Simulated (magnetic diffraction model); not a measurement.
# Which magnetic order? Li₂MnCl₅

Space group C2/c (no. 15), a = 12.8080 Å, b = 6.2700 Å, c = 9.4390 Å, β = 111.47°.

```csv
site,atom,x,y,z
4a,Mn,0,0,0
8f,Cl,0.5887,0.1900,0.9602
8f,Cl,0.6817,0.6460,0.1487
4e,Cl,0,0.7853,1/4
8f,Li,0.6377,0.0005,0.2497
```

This is a made-up structure (elements placed in a structure type, unrelaxed), so the numbers test the method and describe no known phase.

Only Mn is taken to order (form factors of Mn3+); orders and moment sizes are assumed, and not adapted to the symmetry. Radiation: neutrons of λ = 1.594 Å, 3° to 30°; isotropic B of 0.43 Å² (Mn), 0.47 Å² (Cl) and 0.56 Å² (Li). Simulated constant-wavelength pattern: nuclear and magnetic terms add, the magnetic one as |2.695 fm × Σ f S⊥ exp(2πi Q·r) exp(−B s²)|², summed over all Q at one angle with the factor 1/(sin²θ cos θ). For collinear order S is the moment m, which repeats by lattice and centring translations R with the sign exp(−2πi k·R). Free-ion form factors, Sears's scattering lengths of 1992, no absorption; a label names one of the reflections at its angle. The strongest nuclear line in the range is 100, and lines under 0.2 are left out.

Above the ordering temperature:

```
2θ (°)     index      I
 15.37   (2 0 0)    1.3
 20.91   (0 0 2)    0.4
 20.95  (2 0 -2)    1.0
 21.03   (1 1 1)    0.5
 24.41  (1 1 -2)    1.8
 26.18  (3 1 -1)    0.6
 27.48   (3 1 0)   36.0
 28.94   (1 1 2)  100.0
 29.00  (3 1 -2)    0.3
 29.46   (0 2 0)   82.5
```

Below it (cell unchanged):

| 2θ (°) | I |
| --- | --- |
| 10.43 | 44.1 |
| 15.05 | 5.5 |
| 15.37 | 1.3 |
| 17.97 | 19.9 |
| 20.91 | 0.4 |
| 20.95 | 1.0 |
| 21.03 | 0.5 |
| 21.06 | 14.9 |
| 21.61 | 5.5 |
| 24.41 | 1.8 |
| 26.14 | 4.1 |
| 26.18 | 0.6 |
| 27.48 | 36.0 |
| 28.79 | 0.8 |
| 28.94 | 100.0 |
| 29.00 | 0.3 |
| 29.46 | 82.5 |
| 29.60 | 3.0 |

**Question.** Find the propagation vector, then choose among these models:
A. collinear moments along [111], 3.53 μB on Mn; signs + at (0, 0, 0), − at (0, 0, 1/2)
B. collinear moments along [101], 3.53 μB on Mn; signs + at (0, 0, 0), + at (0, 0, 1/2)
C. collinear moments along [111], 3.53 μB on Mn; signs + at (0, 0, 0), + at (0, 0, 1/2)
D. collinear moments along [101], 3.53 μB on Mn; signs + at (0, 0, 0), − at (0, 0, 1/2)

The new lines index as (1 0 -1) at 10.43°, (1 0 1) at 15.05°, (0 1 1) at 17.97° and (2 1 -1) at 21.06°, that is as H ± k with k = (0 1 0). The indices are whole but break the lattice centring, so the moments reverse under a centring translation, those with k·t a half-integer.

Magnetic intensity, observed (below minus above) and for each model:

| 2θ (°) | index | observed | A | B | C | D |
| --- | --- | --- | --- | --- | --- | --- |
| 7.67 | (1 0 0) | <0.2 | <0.2 | 11.5 | 25.4 | <0.2 |
| 10.43 | (1 0 -1) | 44.1 | 44.1 | <0.2 | <0.2 | 44.1 |
| 14.61 | (0 1 0) | <0.2 | <0.2 | 21.3 | 17.2 | <0.2 |
| 17.97 | (0 1 1) | 19.9 | 19.9 | <0.2 | <0.2 | 22.5 |
| 19.45 | (1 0 -2) | <0.2 | <0.2 | 9.6 | 9.9 | <0.2 |
| 21.06 | (2 1 -1) | 14.9 | 14.9 | <0.2 | <0.2 | 16.2 |
| 21.27 | (2 1 0) | <0.2 | <0.2 | 9.8 | 9.7 | <0.2 |
| 25.63 | (2 1 -2) | <0.2 | <0.2 | 11.1 | 10.4 | <0.2 |

Model A matches.

The absence at (1 0 0) is telling: the sublattices cancel there.

The structure used: k = (0 1 0), collinear moments along [111], 3.53 μB on Mn; signs + at (0, 0, 0), − at (0, 0, 1/2).

[Logs are printed without paths, hosts, clocks, repeated set-up lines and the standing remarks that a program may print on its own settings, such as how far it seeks lower states.]
